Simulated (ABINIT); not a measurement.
# A GW run on ZnWO4 (P2/c) in ABINIT, with inputs changed

Aim: change inputs of a GW run on ZnWO4 (P2/c) and see what moves.

Main program and level: ABINIT 10.8.3; LDA and many-body steps on it, plane waves.

## 1. The structure

Symmetry: P2/c, No. 13, monoclinic system. Conventional cell: a = 4.699 Å, b = 5.729 Å, c = 4.937 Å, α = 90.00°, β = 90.61°, γ = 90.00°. Nearest to Zn lie 6 O at 2.03 to 2.23 Å. W has 6 O at 1.80 to 2.14 Å nearest. Nearest to O lie 2 W at 1.92 to 2.14 Å and 1 Zn at 2.03 Å. Nearest to O lie 1 W at 1.80 Å and 2 Zn at 2.09 to 2.23 Å. Farther neighbours and most contacts between anions are not listed.

The cell and positions come from the Crystallography Open Database and are kept as given unless a step says otherwise. Spin-orbit coupling is left out unless a step names it.

## 2. Screening, 2×2×2 mesh, 102 bands, screening to 87.1 eV

This step: ABINIT 10.8.3; RPA screening on LDA, plane waves, norm-conserving pseudopotentials.

The RPA dielectric matrix is built and inverted for each q.

Contents of run.abi:

```
acell 3*1.0 Angstrom
rprim 
  4.698600000000 0.000000000000 0.000000000000
  0.000000000000 5.729300000000 0.000000000000
  -0.052988409000 0.000000000000 4.936415614400
ntypat 3
znucl 30 74 8
natom 12
typat 1 1 2 2 3 3 3 3 3 3 3 3
xred 
  0.500000000000 0.684000000000 0.250000000000
  0.500000000000 0.316000000000 0.750000000000
  0.000000000000 0.182580000000 0.250000000000
  0.000000000000 0.817420000000 0.750000000000
  0.216900000000 0.105100000000 0.936300000000
  0.783100000000 0.105100000000 0.563700000000
  0.783100000000 0.894900000000 0.063700000000
  0.216900000000 0.894900000000 0.436300000000
  0.256500000000 0.377700000000 0.399600000000
  0.743500000000 0.377700000000 0.100400000000
  0.743500000000 0.622300000000 0.600400000000
  0.256500000000 0.622300000000 0.899600000000
pp_dirpath "pseudos"
pseudos "Zn.upf, W.upf, O.upf"
ecut 36
ngkpt 2 2 2
nshiftk 1
shiftk 0 0 0
kptopt 1
chksymbreak 0
istwfk *1
occopt 1
irdwfk 1
optdriver 3
nband 102
ecuteps 3.2
inclvkb 2
awtr 1
symchi 1
indata_prefix "in"
outdata_prefix "out"
tmpdata_prefix "tmp"
```

Started as:

```
$ OMP_NUM_THREADS=1 mpirun -n 4 abinit run.abi > log
```

The program printed:

```text
.Version 10.8.3 of ABINIT. v10.8.2 released Aug 2026.

 Symmetries : space group P2/c (# 13); Bravais mP (primitive monocl.)
[... echo of the input left out ...]
== DATASET  1 ==================================================================
-   mpi_nproc: 4, omp_nthreads: 1 (-1 if OMP is not activated)

--- !DatasetInfo
iteration_state: {dtset: 1, }
dimensions: {natom: 12, nkpt: 8, mband: 102, nsppol: 1, nspinor: 1, nspden: 1, mpw: 9268, }
cutoff_energies: {ecut:  36.0, pawecutdg:  -1.0, }
electrons: {nelect:   1.16000000E+02, charge:   0.00000000E+00, occopt:   1.00000000E+00, tsmear:   1.00000000E-02, }

 SCREENING: Calculation of the susceptibility and dielectric matrices

 Based on a program developped by R.W. Godby, V. Olevano, G. Onida, and L. Reining.
 Incorporated in ABINIT by V. Olevano, G.-M. Rignanese, and M. Torrent.
.Using double precision arithmetic ; gwpc =  8

[... cell and pseudopotentials left out ...]
--------------------------------------------------------------------------------

 ==== K-mesh for the wavefunctions ====
 Number of points in the irreducible wedge :     8
[... list of points left out ...]
 Together with  4 symmetry operations and time-reversal symmetry
 yields     8 points in the full Brillouin Zone.

 ==== Q-mesh for the screening function ====
 Number of points in the irreducible wedge :     8
[... list of points left out ...]
 Together with  4 symmetry operations and time-reversal symmetry
 yields     8 points in the full Brillouin Zone.

 setmesh: FFT mesh size selected  =    32x   40x   36
          total number of points  =        46080

 vcoul_init : cutoff-mode = AUXILIARY_FUNCTION
 q-points for optical limit:   1
     1)      0.000010    0.000020    0.000030

- screening: taking advantage of time-reversal symmetry
- Maximum band index for partially occupied states nbvw = 58
- Remaining bands to be divided among processors   nbcw = 44
- Number of bands treated by each node ~11

 Number of electrons calculated from density =  116.0000; Expected =  116.0000
 average of density, n =  0.129354
 r_s =    1.2266
 omega_plasma =   34.6933 [eV]

 calculating chi0 at frequencies [eV] :
  1    0.000000E+00    0.000000E+00
  2    0.000000E+00    3.469328E+01

--------------------------------------------------------------------------------
  q-point number  1        q = ( 0.000000, 0.000000, 0.000000) [r.l.u.]
--------------------------------------------------------------------------------
[... chi0 elements left out ...]
 For q-point:  0.000010 0.000020 0.000030
  dielectric constant =   5.4852
  dielectric constant without local fields =   6.2024

  Average fulfillment of the sum rule on Im[epsilon] for q-point    1 :     23.06  [%]
[... wings left out ...]
  q-point number  2        q = ( 0.500000, 0.000000, 0.000000) [r.l.u.]
--------------------------------------------------------------------------------
[... chi0 elements left out ...]
  Average fulfillment of the sum rule on Im[epsilon] for q-point    2 :     28.77  [%]

 [... 6 further q-points ...]
```

It took 4.7 min on 4 MPI ranks of AMD EPYC 7571, shared host; peak memory 3 GiB; 19 min of CPU time.

Numbers from this step:

```yaml
eps_infinity_with_local_fields_on_this_mesh_along_the_program_s_q_direction: 5.485
the_same_without_local_fields: 6.202
plasma_frequency: 34.69 eV
plane_waves_in_the_screening_matrix: 257
```

Local fields lower ε∞ by 12 %. On a Γ-centred mesh this coarse the value itself is usually too large, while a short band sum pulls it down.

## 3. Base

The self-energy is evaluated for the states that the input lists, and the levels follow from it, in one-shot runs by the linearised quasiparticle equation.

This step: G0W0 on LDA, plane waves, norm-conserving pseudopotentials.

run.abi: that of step 2 with these lines changed.

```diff
@@ -33,8 +33,17 @@
 irdwfk 1
-optdriver 3
+optdriver 4
 nband 102
+gwcalctyp 0
+ecutsigx 36
+symsigma 1
+nkptgw 2
+kptgw 
+  0.0000000000 0.5000000000 0.0000000000
+  0.0000000000 0.0000000000 0.0000000000
+bdgw 
+  57 60
+  57 60
 ecuteps 3.2
-inclvkb 2
-awtr 1
-symchi 1
+irdscr 1
+ppmodel 1
 indata_prefix "in"
```

The program printed:

```text
.Version 10.8.3 of ABINIT. v10.8.2 released Aug 2026.

 Symmetries : space group P2/c (# 13); Bravais mP (primitive monocl.)
[... echo of the input left out ...]
== DATASET  1 ==================================================================
-   mpi_nproc: 4, omp_nthreads: 1 (-1 if OMP is not activated)

--- !DatasetInfo
iteration_state: {dtset: 1, }
dimensions: {natom: 12, nkpt: 8, mband: 102, nsppol: 1, nspinor: 1, nspden: 1, mpw: 9268, }
cutoff_energies: {ecut:  36.0, pawecutdg:  -1.0, }
electrons: {nelect:   1.16000000E+02, charge:   0.00000000E+00, occopt:   1.00000000E+00, tsmear:   1.00000000E-02, }

 SIGMA: Calculation of the GW corrections

 Based on a program developped by R.W. Godby, V. Olevano, G. Onida, and L. Reining.
 Incorporated in ABINIT by V. Olevano, G.-M. Rignanese, and M. Torrent.
.Using double precision arithmetic ; gwpc =  8

[... cell and pseudopotentials left out ...]
--------------------------------------------------------------------------------

 ==== K-mesh for the wavefunctions ====
 Number of points in the irreducible wedge :     8
[... list of points left out ...]
 Together with  4 symmetry operations and time-reversal symmetry
 yields     8 points in the full Brillouin Zone.

 ==== Q-mesh for screening function ====
 Number of points in the irreducible wedge :     8
[... list of points left out ...]
 Together with  4 symmetry operations and time-reversal symmetry
 yields     8 points in the full Brillouin Zone.

 vcoul_init : cutoff-mode = AUXILIARY_FUNCTION
 q-points for optical limit:   1
     1)      0.000010    0.000020    0.000030
 setmesh: FFT mesh size selected  =    48x   60x   54
          total number of points  =       155520

 Number of electrons calculated from density =  116.0000; Expected =  116.0000
 average of density, n =  0.129354
 r_s =    1.2266
 omega_plasma =   34.6933 [eV]

 === KS Band Gaps ===
  >>>> For spin  1
   Minimum direct gap =   2.8848 [eV], located at k-point      :   0.0000  0.5000  0.0000
   Fundamental gap    =   2.8848 [eV], Top of valence bands at :   0.0000  0.5000  0.0000
                                       Bottom of conduction at :   0.0000  0.5000  0.0000
 SIGMA fundamental parameters:
 PLASMON POLE MODEL  1
 number of plane-waves for SigmaX                 9239
 number of plane-waves for SigmaC and W            257
 number of plane-waves for wavefunctions          9239
 number of bands                                   102
 number of independent spin polarizations            1
 number of spinorial components                      1
 number of k-points in IBZ                           8
 number of q-points in IBZ                           8
 number of symmetry operations                       4
 number of k-points in BZ                            8
 number of q-points in BZ                            8
 number of frequencies for dSigma/dE                 9
 frequency step for dSigma/dE [eV]                0.25
 number of omega for Sigma on real axis              0
 max omega for Sigma on real axis  [eV]           0.00
 zcut for avoiding poles [eV]                     0.10

 EPSILON^-1 parameters (SCR file):
 dimension of the eps^-1 matrix on file            257
 dimension of the eps^-1 matrix used               257
 number of plane-waves for wavefunctions          9239
 number of bands                                   102
 number of q-points in IBZ                           8
 number of frequencies                               2
 number of real frequencies                          1
 number of imag frequencies                          1

 matrix elements of self-energy operator (all in [eV])

 Perturbative Calculation

--- !SelfEnergy_ee
iteration_state: {dtset: 1, }
kpoint     : [   0.000,    0.500,    0.000, ]
spin       : 1
KS_gap     :    2.885
QP_gap     :    5.125
Delta_QP_KS:    2.240
data: !SigmaeeData |
     Band     E0 <VxcDFT>   SigX SigC(E0)      Z dSigC/dE  Sig(E)    E-E0       E
       57   4.742 -19.654 -24.513   5.154   0.770  -0.298 -19.427   0.227   4.969
       58   5.227 -21.861 -26.937   5.200   0.778  -0.286 -21.764   0.096   5.323
       59   8.112 -17.482 -11.800  -2.838   0.822  -0.217 -15.145   2.337  10.449
       60   9.036 -18.313 -12.496  -2.788   0.812  -0.232 -15.854   2.458  11.495

--- !SelfEnergy_ee
iteration_state: {dtset: 1, }
kpoint     : [   0.000,    0.000,    0.000, ]
spin       : 1
KS_gap     :    3.593
QP_gap     :    5.674
Delta_QP_KS:    2.081
data: !SigmaeeData |
     Band     E0 <VxcDFT>   SigX SigC(E0)      Z dSigC/dE  Sig(E)    E-E0       E
       57   4.970 -19.938 -24.944   5.296   0.770  -0.299 -19.715   0.223   5.193
       58   4.982 -20.589 -25.550   5.206   0.774  -0.292 -20.399   0.190   5.172
       59   8.574 -17.732 -12.475  -2.467   0.814  -0.228 -15.460   2.271  10.846
       60   9.029 -18.252 -12.564  -2.728   0.812  -0.232 -15.849   2.403  11.432

== END DATASET(S) ==============================================================
================================================================================

 -outvars: echo values of variables after computation  --------
           etotal      0.0000000000E+00
            nband         102
             nkpt           8
          spgroup          13
 [... the other variables as echoed above ...]

 Calculation completed.
```

It took 31 s on 4 MPI ranks; peak memory 1.8 GiB; 2 min of CPU time.

This step gave:

| Item | Value |
| --- | --- |
| G0W0 gap on the points computed | 5.126 eV |
| starting gap on the mesh | 2.885 eV |
| k of the valence top | 0, 0.5, 0 |
| k of the conduction bottom | 0, 0.5, 0 |
| Z at the valence top | 0.778 |
| Z at the conduction bottom | 0.822 |
| least direct G0W0 gap on the computed points | 5.126 eV |

The gap on the mesh goes from 2.88 eV to 5.13 eV, a correction of +2.24 eV.

## 4. Smaller part of the screening matrix

run.abi: that of step 3 with these lines changed.

```diff
@@ -45,3 +45,3 @@
   57 60
-ecuteps 3.2
+ecuteps 1.6
 irdscr 1
```

The program printed:

```text
.Version 10.8.3 of ABINIT. v10.8.2 released Aug 2026.

 Symmetries : space group P2/c (# 13); Bravais mP (primitive monocl.)
[... echo of the input left out ...]
== DATASET  1 ==================================================================
-   mpi_nproc: 4, omp_nthreads: 1 (-1 if OMP is not activated)

--- !DatasetInfo
iteration_state: {dtset: 1, }
dimensions: {natom: 12, nkpt: 8, mband: 102, nsppol: 1, nspinor: 1, nspden: 1, mpw: 9268, }
cutoff_energies: {ecut:  36.0, pawecutdg:  -1.0, }
electrons: {nelect:   1.16000000E+02, charge:   0.00000000E+00, occopt:   1.00000000E+00, tsmear:   1.00000000E-02, }

 SIGMA: Calculation of the GW corrections

 Based on a program developped by R.W. Godby, V. Olevano, G. Onida, and L. Reining.
 Incorporated in ABINIT by V. Olevano, G.-M. Rignanese, and M. Torrent.
.Using double precision arithmetic ; gwpc =  8

[... cell and pseudopotentials left out ...]
--------------------------------------------------------------------------------

 ==== K-mesh for the wavefunctions ====
 Number of points in the irreducible wedge :     8
[... list of points left out ...]
 Together with  4 symmetry operations and time-reversal symmetry
 yields     8 points in the full Brillouin Zone.

 ==== Q-mesh for screening function ====
 Number of points in the irreducible wedge :     8
[... list of points left out ...]
 Together with  4 symmetry operations and time-reversal symmetry
 yields     8 points in the full Brillouin Zone.

 vcoul_init : cutoff-mode = AUXILIARY_FUNCTION
 q-points for optical limit:   1
     1)      0.000010    0.000020    0.000030
 setmesh: FFT mesh size selected  =    48x   60x   54
          total number of points  =       155520

 Number of electrons calculated from density =  116.0000; Expected =  116.0000
[...]
number of omega for Sigma on real axis              0
 max omega for Sigma on real axis  [eV]           0.00
 zcut for avoiding poles [eV]                     0.10

 EPSILON^-1 parameters (SCR file):
 dimension of the eps^-1 matrix on file            257
 dimension of the eps^-1 matrix used                87
 number of plane-waves for wavefunctions          9239
 number of bands                                   102
 number of q-points in IBZ                           8
 number of frequencies                               2
 number of real frequencies                          1
 number of imag frequencies                          1

 matrix elements of self-energy operator (all in [eV])

 Perturbative Calculation

--- !SelfEnergy_ee
iteration_state: {dtset: 1, }
kpoint     : [   0.000,    0.500,    0.000, ]
spin       : 1
KS_gap     :    2.885
QP_gap     :    5.565
Delta_QP_KS:    2.680
data: !SigmaeeData |
     Band     E0 <VxcDFT>   SigX SigC(E0)      Z dSigC/dE  Sig(E)    E-E0       E
       57   4.742 -19.654 -24.513   4.571   0.798  -0.253 -19.884  -0.230   4.512
       58   5.227 -21.861 -26.937   4.551   0.805  -0.243 -22.283  -0.423   4.804
       59   8.112 -17.482 -11.800  -2.960   0.830  -0.205 -15.224   2.258  10.370
[...]
--- !SelfEnergy_ee
iteration_state: {dtset: 1, }
kpoint     : [   0.000,    0.000,    0.000, ]
spin       : 1
KS_gap     :    3.593
QP_gap     :    6.028
Delta_QP_KS:    2.435
data: !SigmaeeData |
     Band     E0 <VxcDFT>   SigX SigC(E0)      Z dSigC/dE  Sig(E)    E-E0       E
[...]
59   8.574 -17.732 -12.475  -2.691   0.826  -0.211 -15.613   2.118  10.693
       60   9.029 -18.252 -12.564  -2.924   0.823  -0.215 -15.977   2.275  11.304

== END DATASET(S) ==============================================================
================================================================================

 -outvars: echo values of variables after computation  --------
           etotal      0.0000000000E+00
            nband         102
             nkpt           8
          spgroup          13
 [... the other variables as echoed above ...]

 Calculation completed.
```

It took 21 s on 4 MPI ranks; peak memory 1.7 GiB; 82 s of CPU time.

This step gave:

- G0W0 gap on the points computed: 5.566 eV
- starting gap on the mesh: 2.885 eV
- k of the valence top: 0, 0.5, 0
- k of the conduction bottom: 0, 0.5, 0
- Z at the valence top: 0.805
- Z at the conduction bottom: 0.83
- least direct G0W0 gap on the computed points: 5.566 eV

## 5. Fewer bands in the self-energy

run.abi: that of step 4 with these lines changed.

```diff
@@ -34,3 +34,3 @@
 optdriver 4
-nband 102
+nband 78
 gwcalctyp 0
@@ -45,3 +45,3 @@
   57 60
-ecuteps 1.6
+ecuteps 3.2
 irdscr 1
```

The program printed:

```text
.Version 10.8.3 of ABINIT. v10.8.2 released Aug 2026.

 Symmetries : space group P2/c (# 13); Bravais mP (primitive monocl.)
[... echo of the input left out ...]
== DATASET  1 ==================================================================
-   mpi_nproc: 4, omp_nthreads: 1 (-1 if OMP is not activated)

--- !DatasetInfo
iteration_state: {dtset: 1, }
dimensions: {natom: 12, nkpt: 8, mband: 78, nsppol: 1, nspinor: 1, nspden: 1, mpw: 9268, }
cutoff_energies: {ecut:  36.0, pawecutdg:  -1.0, }
electrons: {nelect:   1.16000000E+02, charge:   0.00000000E+00, occopt:   1.00000000E+00, tsmear:   1.00000000E-02, }

 SIGMA: Calculation of the GW corrections

 Based on a program developped by R.W. Godby, V. Olevano, G. Onida, and L. Reining.
 Incorporated in ABINIT by V. Olevano, G.-M. Rignanese, and M. Torrent.
.Using double precision arithmetic ; gwpc =  8

[... cell and pseudopotentials left out ...]
--------------------------------------------------------------------------------

 ==== K-mesh for the wavefunctions ====
 Number of points in the irreducible wedge :     8
[... list of points left out ...]
 Together with  4 symmetry operations and time-reversal symmetry
 yields     8 points in the full Brillouin Zone.

 ==== Q-mesh for screening function ====
 Number of points in the irreducible wedge :     8
[... list of points left out ...]
 Together with  4 symmetry operations and time-reversal symmetry
 yields     8 points in the full Brillouin Zone.

 vcoul_init : cutoff-mode = AUXILIARY_FUNCTION
 q-points for optical limit:   1
     1)      0.000010    0.000020    0.000030
 setmesh: FFT mesh size selected  =    48x   60x   54
          total number of points  =       155520

 Number of electrons calculated from density =  116.0000; Expected =  116.0000
[...]
number of omega for Sigma on real axis              0
 max omega for Sigma on real axis  [eV]           0.00
 zcut for avoiding poles [eV]                     0.10

 EPSILON^-1 parameters (SCR file):
 dimension of the eps^-1 matrix on file            257
 dimension of the eps^-1 matrix used               257
 number of plane-waves for wavefunctions          9239
 number of bands                                   102
 number of q-points in IBZ                           8
 number of frequencies                               2
 number of real frequencies                          1
 number of imag frequencies                          1

 matrix elements of self-energy operator (all in [eV])

 Perturbative Calculation

--- !SelfEnergy_ee
iteration_state: {dtset: 1, }
kpoint     : [   0.000,    0.500,    0.000, ]
spin       : 1
KS_gap     :    2.885
QP_gap     :    5.226
Delta_QP_KS:    2.341
data: !SigmaeeData |
     Band     E0 <VxcDFT>   SigX SigC(E0)      Z dSigC/dE  Sig(E)    E-E0       E
       57   4.742 -19.654 -24.513   5.461   0.775  -0.291 -19.187   0.466   5.209
       58   5.227 -21.861 -26.937   5.518   0.782  -0.278 -21.515   0.346   5.573
       59   8.112 -17.482 -11.800  -2.438   0.828  -0.207 -14.795   2.687  10.798
[...]
--- !SelfEnergy_ee
iteration_state: {dtset: 1, }
kpoint     : [   0.000,    0.000,    0.000, ]
spin       : 1
KS_gap     :    3.593
QP_gap     :    5.762
Delta_QP_KS:    2.169
data: !SigmaeeData |
     Band     E0 <VxcDFT>   SigX SigC(E0)      Z dSigC/dE  Sig(E)    E-E0       E
[...]
59   8.574 -17.732 -12.475  -2.066   0.821  -0.218 -15.112   2.620  11.194
       60   9.029 -18.252 -12.564  -2.346   0.818  -0.222 -15.518   2.734  11.763

== END DATASET(S) ==============================================================
================================================================================

 -outvars: echo values of variables after computation  --------
           etotal      0.0000000000E+00
            nband          78
             nkpt           8
          spgroup          13
 [... the other variables as echoed above ...]

 Calculation completed.
```

The job ended after 27 s (4 MPI ranks; peak memory 1.8 GiB; 1.8 min of CPU time).

Numbers from this step:

```yaml
g0w0_gap_on_the_points_computed: 5.225 eV
starting_gap_on_the_mesh: 2.885 eV
k_of_the_valence_top: 0, 0.5, 0
k_of_the_conduction_bottom: 0, 0.5, 0
z_at_the_valence_top: 0.782
z_at_the_conduction_bottom: 0.828
least_direct_g0w0_gap_on_the_computed_points: 5.225 eV
```

(Part 1 of 2 ends here.)

[Paths, hosts, dates, memory and timing lines, banners, echoed tables and standing remarks are left out of the program output.]

[Logs are printed without paths, hosts, clocks, repeated set-up lines and the standing remarks that a program may print on its own settings, such as how far it seeks lower states.]

[Runs of the session that timed out or met a known fault of the program may be left out.]

[Hosts, paths, dates, database ids (printed as entryN), source tags and the programs' standing remarks are cut or masked in the printed files.]

[G0W0 gaps are taken among the corrected bands and points alone; a level outside them can change the order at an edge.]

[Where Ansatz stands beside ABINIT at settings called matched, ABINIT's density can come from a denser mesh and the files from another edition; pairs whose starting gaps differed by over 0.03 eV were left out, so agreement reads better than it is.]
